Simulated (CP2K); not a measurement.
Two runs for the S L₂,₃ edge of 2-silylthiophene. Run A: CP2K XAS_TDP, all-electron GAPW, PBEh(45%), aug-pc-1, TDA, ZORA, spin–orbit coupling. Run B differs in one setting.

First lines with a strength over 0.0003. A:

```
              atom  energy (eV)  states  strength, one atom
S6 (bonded to 2 C)       163.62       1              0.0003
                         163.92       1              0.0026
                         164.22       1              0.0024
                         165.02       1              0.0021
                         165.32       1              0.0056
```

B:

```
              atom  energy (eV)  states  strength, one atom
S6 (bonded to 2 C)       155.16       3              0.0009
                         155.23       1              0.0006
                         155.34       1              0.0011
                         155.42       1              0.0005
                         155.60       2              0.0019
```

Which was it: the basis, GW2X switched on, the functional?

The functional (functional from PBEh(45%) to PBE; the lines alone don't name the new value). A functional moves all lines by electronvolts and changes their spacings and strengths. The lowest line over the strength cut lies at 155.16 eV, against 163.62 eV (PBEh(45%), aug-pc-1).

[Banner, clock and machine lines of the logs are left out without a mark of their own.]

[Logs are printed without paths, hosts, clocks, repeated set-up lines and the standing remarks that a program may print on its own settings, such as how far it seeks lower states.]

[Hosts, paths, dates, database ids (printed as entryN), source tags and the programs' standing remarks are cut or masked in the printed files.]
